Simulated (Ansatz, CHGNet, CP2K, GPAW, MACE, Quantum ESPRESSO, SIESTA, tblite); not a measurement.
## The unslipped end of a generalised stacking fault on (111) of Pb (72 atoms): runs against a plane-wave reference

The cell holds 72 atoms: 72 Pb. Its edges and angles: a = 10.501 Å, b = 12.125 Å, c = 17.247 Å, α = 90.0°, β = 90.0°, γ = 90.0°. It derives from Pb (fcc). Fcc Pb (a = 4.95 Å), cell with z along [111], 3 x 2 x 2 periods; the third cell vector is tilted by 0.000 of 1/2[1-10] and lengthened by 0.1 Å, so the stacking has no slip; displaced by a Gaussian of 0.01 Å. Then every atom was moved at random, 0.05 Å r.m.s. a Cartesian component.

Geometry: as built.

The reference, a calculation:

```
method                 : Kohn-Sham DFT, PBE, PAW, plane waves (Ansatz 0.2.0); cutoff 420 eV, Γ point, fermi-dirac smearing of 0.05 eV; PAW set soft_2
r.m.s. force component : 0.1556 eV/Å
longest force          : 0.475 eV/Å
pressure               : 2.733 GPa
SCF cycles             : 8
time                   : 48 s on 4 threads of Arm Neoverse V2, shared host
CPU time               : 3.1 min
```

**Question.** The same geometry is run in other programs. How far does each lie from the reference, and what does it cost?
- QE PBE, sssp-1.3.0-efficiency, 45/360 Ry (Quantum ESPRESSO 7.5; 4 MPI ranks)
- MACE MPA-0 medium potential (MACE MPA-0 medium; 1 thread)
- CP2K PBE, DZVP-UZH, 350/50 Ry, diagonalisation (CP2K 2026.2; 4 MPI ranks)
- SIESTA PBE, SZP, shift 0.01 Ry, mesh 300 Ry (SIESTA 5.4.2; 2 MPI ranks)
- GPAW PBE, LCAO szp(dzp), h 0.2 Å (GPAW 26.7.0; 1 thread)
- CP2K PBE, DZVP-MOLOPT-SR, 244/50 Ry, diagonalisation (CP2K 2026.2; 4 MPI ranks)
- GPAW PBE, LCAO dzp, h 0.2 Å (GPAW 26.7.0; 1 thread)
- tblite GFN1-xTB (tblite 0.8.0; 1 thread)
- MACE MP-0b2 small potential (MACE MP-0b2 small; 1 thread)
- SIESTA PBE, DZP, shift 0.01 Ry, mesh 150 Ry (SIESTA 5.4.2; 2 MPI ranks)

Differences are against the plane-wave reference, forces as r.m.s. over components; share is that over the reference's r.m.s. force, slope the least-squares factor from reference forces to these. Total energies of different programs have different zeros and aren't compared.

```csv
run,"Δ force, r.m.s. (meV/Å)",share (%),slope,Δ pressure (GPa),cores,CPU time,memory (GiB)
reference,-,-,-,-,4,3.1 min,3.3
"QE PBE, sssp-1.3.0-efficiency, 45/360 Ry",1.64,1.06,1.010,0.0083,4,1.6 h,6.9
MACE MPA-0 medium potential,73.0,46.9,0.756,-1.42,1,6.7 s,0.74
"CP2K PBE, DZVP-UZH, 350/50 Ry, diagonalisation",25.8,16.6,1.130,1.57,4,3.2 min,4.8
"SIESTA PBE, SZP, shift 0.01 Ry, mesh 300 Ry (coarse)",73.3,47.1,1.427,1.58,2,5.6 min,1.9
"GPAW PBE, LCAO szp(dzp), h 0.2 Å (coarse)",25.9,16.6,1.131,-,1,3.6 min,2.2
"CP2K PBE, DZVP-MOLOPT-SR, 244/50 Ry, diagonalisation (coarse)",6.40,4.11,1.020,0.179,4,3.8 min,3.7
"GPAW PBE, LCAO dzp, h 0.2 Å",16.5,10.6,1.072,-,1,4.9 min,2.3
tblite GFN1-xTB,69.7,44.8,0.999,-3.02,1,1.1 s,0.15
MACE MP-0b2 small potential,70.8,45.5,0.796,-0.152,1,5.8 s,0.66
"SIESTA PBE, DZP, shift 0.01 Ry, mesh 150 Ry (coarse)",29.5,18.9,1.167,1.10,2,2.9 min,1.0
```

Rows marked coarse were listed beforehand as settings not expected to be converged; some can still land near the reference.

Times of the machine-learned potentials are mostly Python's start and the loading of weights.

CPU time is summed over cores on a shared host, where runs went side by side, so it is rough. Symmetry, cutoffs, thresholds, outputs and thread counts weren't matched or tuned between programs; memory under MPI is the largest rank's times the ranks.

PBE on plane waves or a grid with other potentials, cutoffs or grids, coarse settings apart, differs from the reference by 1.1 % (QE PBE, sssp-1.3.0-efficiency, 45/360 Ry) of the r.m.s. force; this holds the reference's own error, so differences of a few per cent don't tell which side is nearer the exact PBE result (QE's 45 Ry are 612 eV, against the reference's 420 eV). The PBE runs in local orbitals, coarse settings apart, differ by 11 % (GPAW PBE, LCAO dzp, h 0.2 Å) to 17 % (CP2K PBE, DZVP-UZH, 350/50 Ry, diagonalisation); basis, grid and potentials can all enter. Tight binding differs by 45 % (tblite GFN1-xTB); it is another model, with fitted parameters of its own, and the xTB methods hold dispersion. Machine-learned potentials differ by 45 % (MACE MP-0b2 small potential) to 47 % (MACE MPA-0 medium potential); they were trained on other programs' data. The reference samples few k-points for this cell, and its sampling error, which other DFT runs on the same mesh share, can be part of so large a difference. Among those trained on PBE data the slope goes as low as 0.76, with a correlation of 0.88, so directions differ as well as sizes. Periodic xTB results under one method name differ between programs and library versions. Machine-learned potentials mimic data converged in k, so the reference's own k-point error enters their differences. The electronic-structure runs sample only Γ, in a cell whose shortest periodic width is 11 Å, which is coarse for a cell with partly filled levels.

[Logs are printed without paths, hosts, clocks, repeated set-up lines and the standing remarks that a program may print on its own settings, such as how far it seeks lower states.]

[Hosts, paths, dates, database ids (printed as entryN), source tags and the programs' standing remarks are cut or masked in the printed files.]
